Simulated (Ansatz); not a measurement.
# Hf(0001) with 2 thermally displaced layers, 2x2: scattering by thermal displacements

How much do lattice vibrations at 80 K scatter the electrons of Hf? Layers with random displacements are laid between perfect leads, and the resistance is followed against their length. The measured value for the pure metal at this temperature is 6.75 µΩ cm (CRC Handbook of Chemistry and Physics, 84th ed., 2003, Electrical Resistivity of Pure Metals).

Calculated with Ansatz 0.2.0; Ansatz plane-wave DFT, PBE, PAW files; ballistic transport by layer matching (Landauer), zero bias; PAW set soft_1.

### Step 1. The structure

The cell holds 48 atoms: 48 Hf. Cell: a = 6.393 Å, b = 6.393 Å, c = 30.347 Å, α = 90.0°, β = 90.0°, γ = 120.0°. It derives from Hf. Regions: lead, 40 atoms (40 Hf); scattering region, 8 atoms (8 Hf). The structure is stacked along c, and the current runs across the ab planes.

### Step 2. With 2 displaced layers

Each atom of 2 layers is moved at random, by amounts drawn from a normal law 0.0359 Å wide in each direction from the Debye model (252 K) at 80 K. The layers about the cell's end stay perfect and serve as the lead. Disorder leaves little or no symmetry, which makes such runs dear. Energies from -0.05 to 0.05 eV in steps of 0.05 eV are too few for the program's thermal sum, so it prints no conductance; for a metal the transmission near the Fermi level serves, at a fraction of the cost.

File input.yaml:

```yaml
crystal:
  lattice:
    - [6.3934, 0.0, 0.0]
    - [-3.1967, 5.5368468166, 0.0]
    - [0.0, 0.0, 30.3468]
  atoms:
    - { symbol: Hf, position: [0.1666666667, 0.3333333333, 0.0416666667] }
    - { symbol: Hf, position: [0.1666666667, 0.8333333333, 0.0416666667] }
    - { symbol: Hf, position: [0.6666666667, 0.3333333333, 0.0416666667] }
    - { symbol: Hf, position: [0.6666666667, 0.8333333333, 0.0416666667] }
    - { symbol: Hf, position: [0.3333333333, 0.1666666667, 0.125] }
    - { symbol: Hf, position: [0.3333333333, 0.6666666667, 0.125] }
    - { symbol: Hf, position: [0.8333333333, 0.1666666667, 0.125] }
    - { symbol: Hf, position: [0.8333333333, 0.6666666667, 0.125] }
    - { symbol: Hf, position: [0.1666666667, 0.3333333333, 0.2083333333] }
    - { symbol: Hf, position: [0.1666666667, 0.8333333333, 0.2083333333] }
    - { symbol: Hf, position: [0.6666666667, 0.3333333333, 0.2083333333] }
    - { symbol: Hf, position: [0.6666666667, 0.8333333333, 0.2083333333] }
    - { symbol: Hf, position: [0.3333333333, 0.1666666667, 0.2916666667] }
    - { symbol: Hf, position: [0.3333333333, 0.6666666667, 0.2916666667] }
    - { symbol: Hf, position: [0.8333333333, 0.1666666667, 0.2916666667] }
    - { symbol: Hf, position: [0.8333333333, 0.6666666667, 0.2916666667] }
    - { symbol: Hf, position: [0.1666666667, 0.3333333333, 0.375] }
    - { symbol: Hf, position: [0.1666666667, 0.8333333333, 0.375] }
    - { symbol: Hf, position: [0.6666666667, 0.3333333333, 0.375] }
    - { symbol: Hf, position: [0.6666666667, 0.8333333333, 0.375] }
    - { symbol: Hf, position: [0.3336107636, 0.1658110234, 0.4590901492] }
    - { symbol: Hf, position: [0.3321869786, 0.6631971358, 0.4587606463] }
    - { symbol: Hf, position: [0.8437149138, 0.1728009106, 0.4575016982] }
    - { symbol: Hf, position: [0.8242167971, 0.6626297176, 0.4583821701] }
    - { symbol: Hf, position: [0.1529164377, 0.3319162196, 0.5401943184] }
    - { symbol: Hf, position: [0.1607966153, 0.8298081676, 0.5412928807] }
    - { symbol: Hf, position: [0.6723517839, 0.3400856931, 0.5415147716] }
    - { symbol: Hf, position: [0.6721772647, 0.829024867, 0.5420820617] }
    - { symbol: Hf, position: [0.3333333333, 0.1666666667, 0.625] }
    - { symbol: Hf, position: [0.3333333333, 0.6666666667, 0.625] }
    - { symbol: Hf, position: [0.8333333333, 0.1666666667, 0.625] }
    - { symbol: Hf, position: [0.8333333333, 0.6666666667, 0.625] }
    - { symbol: Hf, position: [0.1666666667, 0.3333333333, 0.7083333333] }
    - { symbol: Hf, position: [0.1666666667, 0.8333333333, 0.7083333333] }
    - { symbol: Hf, position: [0.6666666667, 0.3333333333, 0.7083333333] }
    - { symbol: Hf, position: [0.6666666667, 0.8333333333, 0.7083333333] }
    - { symbol: Hf, position: [0.3333333333, 0.1666666667, 0.7916666667] }
    - { symbol: Hf, position: [0.3333333333, 0.6666666667, 0.7916666667] }
    - { symbol: Hf, position: [0.8333333333, 0.1666666667, 0.7916666667] }
    - { symbol: Hf, position: [0.8333333333, 0.6666666667, 0.7916666667] }
    - { symbol: Hf, position: [0.1666666667, 0.3333333333, 0.875] }
    - { symbol: Hf, position: [0.1666666667, 0.8333333333, 0.875] }
    - { symbol: Hf, position: [0.6666666667, 0.3333333333, 0.875] }
    - { symbol: Hf, position: [0.6666666667, 0.8333333333, 0.875] }
    - { symbol: Hf, position: [0.3333333333, 0.1666666667, 0.9583333333] }
    - { symbol: Hf, position: [0.3333333333, 0.6666666667, 0.9583333333] }
    - { symbol: Hf, position: [0.8333333333, 0.1666666667, 0.9583333333] }
    - { symbol: Hf, position: [0.8333333333, 0.6666666667, 0.9583333333] }
kpoints:
  mp_grid: { grid: [4, 4, 1] }
hamiltonian:
  xc: pbe
  pseudopotentials: { kind: paw, azcp: { folder: soft_1 } }
scf:
  occupations: { method: fermi_dirac, width: 0.1 }
output:
  transmission: { leads: [[0, 8]], kmesh: [8, 8], e_range: [-0.05, 0.05], de: 0.05 }
  write_potential: true
  write_density: true
  volumetric_format: npy
  elf: true
```

On the command line:

```console
ansatz run input.yaml --threads 4 --pin off --max-ram 15360MiB --backend cpu --events-out ev --progress --plain --runs-dir out
```

Numbers of over 12 decimals in the logs are rounded to 6 here.

Log:

```text
Engine: ansatz 0.2.0, x86_64-unknown-linux-gnu
Pseudopotentials: kind: paw
Pseudopotential: Hf, paw, valence charge 26, recommended cutoff 420 eV (normal), soft_1/Hf.paw.azcp
Functional definition: PBE
  parameter kappa = 0.804
  parameter beta = 0.066725
  exchange = pbe_x(kappa = kappa, mu = beta*pi^2/3)
  correlation = pbe_c(beta = beta)
Crystal: 48 atoms, lattice volume = 1074.255 Å³
Basis set: ecut = 420 eV, 21065 PW (Γ)
Bands: 749, of which v1, the nominal top of the filled ones, is band 624 counted from 1 (623 counted from 0)
Symmetry: 1 space group operations
Space group: P1 (ITA 1), of the structure as read, at distance tolerance 1.0e-4 Å
k-points: 10 of 16 (time reversal used)
Non-local potential: Hf, projectors of the file, l = 0: 3, l = 1: 2, l = 2: 2, l = 3: 3
PAW form: soft (Blöchl's): semilocal exchange-correlation on the pseudo side does not see the compensation charge
PAW one-centre angular grid: Hf, 590 points (default); XC on 64 Gauss nodes
Initial density: superposition of atomic densities (chi_scale 0.1, normalization cell)
Initial wavefunctions: pseudopotential atomic-orbital guess
Functional: x = pbe(κ = 0.804, μ = 0.219515), c = pbe(β = 0.066725)
SCF iter   1: F=—  HF=-754671.830569 eV  |F-HF|=—  |Δ(HF+E_count)|=         —  Δρ=3.55e-2  dr2=1.66e1  ethr=3.10e-3  ⟨swp⟩=5.8  Hψ=22216  notcnv=0  defer=155
preconditioner: auto → Kerker (q_TF=auto, 2.797 Å⁻¹)  [metal: Δε(μ)=0.031 eV  Ē_g=16.451 eV  σ=0.100 eV  W_gap=0.08  n_scr=380 (ndim 8)  ℏωp=38.5 eV  f_vac=0.000  D(μ)=32.21/eV (n_scr^D=244)]
SCF iter   2: F=—  HF=-754668.724523 eV  |F-HF|=—  |Δ(HF+E_count)|=    3.11e0  Δρ=2.28e-2  dr2=6.71e0  ethr=1.33e-3  ⟨swp⟩=3.2  Hψ=14349  notcnv=0  defer=374
SCF iter   3: F=—  HF=-754667.653815 eV  |F-HF|=—  |Δ(HF+E_count)|=    1.07e0  Δρ=9.07e-3  dr2=1.06e0  ethr=5.38e-4  ⟨swp⟩=2.0  Hψ=12504  notcnv=0  defer=374
SCF iter   4: F=—  HF=-754666.518103 eV  |F-HF|=—  |Δ(HF+E_count)|=    1.14e0  Δρ=3.18e-3  dr2=5.67e-2  ethr=8.49e-5  ⟨swp⟩=2.3  Hψ=15622  notcnv=0  defer=374
SCF iter   5: F=—  HF=-754666.547078 eV  |F-HF|=—  |Δ(HF+E_count)|=   2.90e-2  Δρ=7.20e-4  dr2=6.02e-3  ethr=4.54e-6  ⟨swp⟩=2.7  Hψ=14886  notcnv=0  defer=374
SCF iter   6: F=—  HF=-754666.550964 eV  |F-HF|=—  |Δ(HF+E_count)|=   3.89e-3  Δρ=2.04e-4  dr2=5.98e-4  ethr=4.82e-7  ⟨swp⟩=2.6  Hψ=14503  notcnv=0  defer=374
SCF iter   7: F=—  HF=-754666.550974 eV  |F-HF|=—  |Δ(HF+E_count)|=   1.02e-5  Δρ=1.15e-4  dr2=1.81e-4  ethr=4.79e-8  ⟨swp⟩=3.5  Hψ=17507  notcnv=0  defer=374
SCF iter   8: F=—  HF=-754666.550910 eV  |F-HF|=—  |Δ(HF+E_count)|=   6.47e-5  Δρ=4.02e-5  dr2=1.49e-5  ethr=1.45e-8  ⟨swp⟩=3.7  Hψ=17260  notcnv=0  defer=374
SCF iter   9: F=—  HF=-754666.551366 eV  |F-HF|=—  |Δ(HF+E_count)|=   4.57e-4  Δρ=8.11e-6  dr2=1.06e-6  ethr=1.19e-9  ⟨swp⟩=3.5  Hψ=14762  notcnv=0  defer=374
SCF iter  10: F=—  HF=-754666.551367 eV  |F-HF|=—  |Δ(HF+E_count)|=   2.13e-7  Δρ=4.44e-6  dr2=8.26e-7  ethr=8.52e-11  ⟨swp⟩=4.3  Hψ=19038  notcnv=0  defer=374
SCF iter  11: F=-754666.551366 eV  HF=-754666.551366 eV  |F-HF|=1.14e-8  |Δ(HF+E_count)|=   2.35e-7  Δρ=1.49e-6  dr2=2.67e-8  ethr=8.01e-12  ⟨swp⟩=14.6  Hψ=50830  notcnv=0
SCF 1 converged in 11 iterations: F = -754666.551366 eV  dr2 = 2.67e-8
  greatest PAW one-centre occupation: 0.999 electrons in one spin orbital (limit 2), on the Hf atom at site 28 (counted from 0), in its partial waves of l = 0
transmission: 138 of 1326 steps passed
transmission: 273 of 1326 steps passed
[...]
transmission: 1326 of 1326 steps passed
SCF converged after 11 iterations
Free energy (F): -754666.551366 eV
Harris-Foulkes:  -754666.551366 eV  (|F-HF|=1.14e-8)
Internal energy: -754665.305391 eV  (E = F + TS)
E sigma→0 (E₀):  -754665.928379 eV
Entropy (-TS):   -1.245975 eV (-25.958 meV/atom)
Fermi energy:    18.134455 eV
--- Per-component energies (eV) ---
  E_band       = -451.280972
  E_kinetic    = 19631.455676
  E_local      = -303115.997734  (includes V_loc(G=0)·N_el)
  E_nonlocal   = 2776.807848
  E_hartree    = 147635.488436
  E_xc         = -12799.050930
  E_vxc        = -12234.626961  (∫ρ·V_xc dr)
  E_paw        = -369426.354257  (= ΣΔE_a)
  E_vpaw       = -2779.883055  (= ΣTr[D̂ρ^β])
  E_aug_tail   = 0.004017  (compensation charges beyond the density's cutoff)
  E_ewald      = -239367.658448
  E_smearing   = -1.245975  (= −TS)
  E_closure    = 0.000000  (closes the sum)
  Σ components = -754666.551366   (vs F -754666.551366, Δ=0.00e0)
--- Band table (eV; the first three rows and the last of 10) ---
  k-point 0: bands = [... 620 lower, 18.8574, 18.9305, 18.9335, 18.9397, 18.9997, 19.0151, 19.0298, 19.0831, ... 121 higher]
  k-point 1: bands = [... 620 lower, 18.4352, 18.4449, 18.4481, 18.4816, 18.5096, 18.5162, 18.5227, 18.5245, ... 121 higher]
  k-point 2: bands = [... 620 lower, 17.8043, 17.8067, 17.8367, 17.8418, 18.0106, 18.0158, 18.0317, 18.0338, ... 121 higher]
  k-point 9: bands = [... 620 lower, 17.8046, 17.8147, 17.8278, 17.8343, 18.0179, 18.0249, 18.0321, 18.0351, ... 121 higher]
--- Transmission ---
  basis      : 313 plane waves across, 39 finite elements along
  points     : 34, standing for a mesh of 8 x 8
  energies   : 3 from -0.050000 to 0.050000 eV about the Fermi level, 0.050000 eV apart; the leads are filled to 0.000000 eV, and channels, transmission and decay are at 0.000000 eV
  crystal 0  : Hf8, at the sites [0, 8], period 5.0578 Å, over 25.29 Å; its Hamiltonian steps by up to 3.5 meV
    offset         : up to 0.0000 Å between an atom of the period and one for which it stands
    channels       : 2.843750e0 a spin
    conductance    : none, the energies end too early or step too widely for 300 K: set another output.transmission.e_range or a lower de, or, where they end at an eighth of basis.ecutwfc, a higher one
  junction   : crystal 0 to crystal 0, 0.70 to 25.99 Å
    transmission   : 2.768395e0 a spin
    conductance    : none, the energies end too early or step too widely for 300 K: set another output.transmission.e_range or a lower de, or, where they end at an eighth of basis.ecutwfc, a higher one
```

It took 12 min on 4 threads of Intel Xeon Platinum 8375C at 2.90GHz (Ice Lake), shared host; peak memory 6.9 GiB.

This step gave:

```yaml
free_energy: -754666.5514 eV
energy_at_zero_smearing: -754665.9284 eV
fermi_energy: 18.13 eV
cell_area: 35.40 Å²
transmission_per_spin_nearest_the_fermi_level: 2.768
open_channels_per_spin_nearest_the_fermi_level: 2.844
step_of_the_lead_s_potential: 3.5 meV
```

Per spin. The transmission, zone mean by energy, zero at the Fermi level:

| energy (eV) | transmission, zone mean |
| --- | --- |
| -0.0500 | 2.58 |
| 0.0000 | 2.77 |
| 0.0500 | 2.61 |

Per spin. Table of open channels, zone mean, lead by energy, zero at the Fermi level:

| energy (eV) | open channels, zone mean, lead |
| --- | --- |
| -0.0500 | 2.62 |
| 0.0000 | 2.84 |
| 0.0500 | 2.66 |

Transmission over k1 and k2. At 0.0000 eV from the Fermi level.

Ten even steps from '_' (1.86) to '@' (5.76):
```
__@@==++@@______
__==______++____
__==________++__
++@@__________@@
____++________==
______++______==
________@@++==@@
++______==______
```
Columns: k1 (b1) from -0.5 to 0.375; rows upwards: k2 (b2) from -0.5 to 0.375.

Open channels over k1 and k2. At 0.0000 eV from the Fermi level.

Ten even steps from '0' (2.00) to '9' (6.00):
```
09559000
05000500
05000050
59000009
00500005
00050005
00009559
50005000
```
Columns: k1 (b1) from -0.5 to 0.375; rows upwards: k2 (b2) from -0.5 to 0.375.

ELF in the ca plane at fractional y = 0.166, with atoms of Hf within 0.2 Å of it. It is the smooth field of the valence electrons, not physical close to the nuclei.

Ten even steps from '0' (0.15) to '9' (0.86), each cell a mean:
```
22014530121001210266301200012102552022100120
52159983145555512799721454454127996125555540
73279995147777623899831577775149998326777741
52159984146556522699721565565128996125655640
22025640022111210255201321122103652012111220
02100100210010021000012100001210100120010012
01431123300221024211243002100342112420122003
01321013310120023100132001100331002320021013
02101210110000120022001100001200210021000011
42037861033223420488511332233115874024322330
63169995147777622799841577764138997226777741
63179995147777622799841577774149997226777741
42047872034333420488611443343116885124333430
12002310120000120023101110002101331021000121
01310002310120023100122001100221001320021013
01432124300231024211242003200342113420122003
01200001210010021000012001100210000220010012
```
Columns run along c (16.0 Å, from fractional 0.24 to 0.76 of the cell), rows up along a (6.4 Å). Atoms in or near the plane, at fractional coordinates: Hf at (0.29, 0.33), Hf at (0.29, 0.83), Hf at (0.46, 0.33), Hf at (0.46, 0.84), Hf at (0.63, 0.33), Hf at (0.63, 0.83).

Electrostatic potential energy in the ca plane at fractional y = 0.166, with atoms of Hf within 0.2 Å of it. With pseudopotentials it is smooth inside the atoms' cores, unlike the true potential.

Values in eV, 9 rows by 16 columns, each cell a mean:
```
16 -5 -3 17 16 16 -7 -3 16 15 16 -5 -3 17 16 16
16 -9 -8 17 20 15 -9 -7 17 20 16 -9 -8 17 20 16
16  1  3 16 13 16  2  5 17 13 17  1  3 16 13 16
16 17 17 14  3 16 17 18 15  5 16 17 17 15  3 16
16  6  8 16 11 16  6  7 16 12 17  6  8 16 10 16
16 -9 -8 17 19 16 -9 -8 17 19 16 -9 -8 17 19 16
16 -8 -6 17 18 16 -8 -6 17 18 16 -8 -6 17 18 16
16 12 13 15  7 16 12 13 15  8 17 12 13 15  7 16
16 15 16 15  5 16 14 15 14  4 16 15 16 15  5 16
```
Columns run along c (16.0 Å, from fractional 0.24 to 0.76 of the cell; values clipped at the 3rd and 97th percentile), rows up along a (6.4 Å). Atoms in or near the plane, at fractional coordinates: Hf at (0.29, 0.33), Hf at (0.29, 0.83), Hf at (0.46, 0.33), Hf at (0.46, 0.84), Hf at (0.63, 0.33), Hf at (0.63, 0.83).

Valence density in the ca plane at fractional y = 0.166, with atoms of Hf within 0.2 Å of it. It is the smooth field of the valence electrons, not physical close to the nuclei.

Values in e/Å³, 9 rows by 16 columns, each cell a mean:
```
 0  5  3  0  0  0  6  4  0  0  0  5  4  0  0  0
 0 17 12  0  0  0 17 11  0  0  0 17 13  0  0  0
 0  2  1  0  0  0  1  1  0  0  0  2  1  0  0  0
 0  0  0  0  1  0  0  0  0  1  0  0  0  0  1  0
 0  1  1  0  0  0  1  1  0  0  0  1  1  0  0  0
 0 14 10  0  0  0 13 11  0  0  0 14 10  0  0  0
 0  9  6  0  0  0  8  7  0  0  0  8  6  0  0  0
 0  0  0  0  0  0  0  0  0  0  0  0  0  0  0  0
 0  0  0  0  1  0  0  0  0  1  0  0  0  0  1  0
```
Columns run along c (16.0 Å, from fractional 0.24 to 0.76 of the cell), rows up along a (6.4 Å). Atoms in or near the plane, at fractional coordinates: Hf at (0.29, 0.33), Hf at (0.29, 0.83), Hf at (0.46, 0.33), Hf at (0.46, 0.84), Hf at (0.63, 0.33), Hf at (0.63, 0.83).

Over the solved energies the transmission per spin lies between 2.58 and 2.77, out of 2.71 channels of the lead on average (up to 2.84).

(Part 1 of 2 ends here.)

[Logs are printed without paths, hosts, clocks, repeated set-up lines and the standing remarks that a program may print on its own settings, such as how far it seeks lower states.]

[Hosts, paths, dates, database ids (printed as entryN), source tags and the programs' standing remarks are cut or masked in the printed files.]
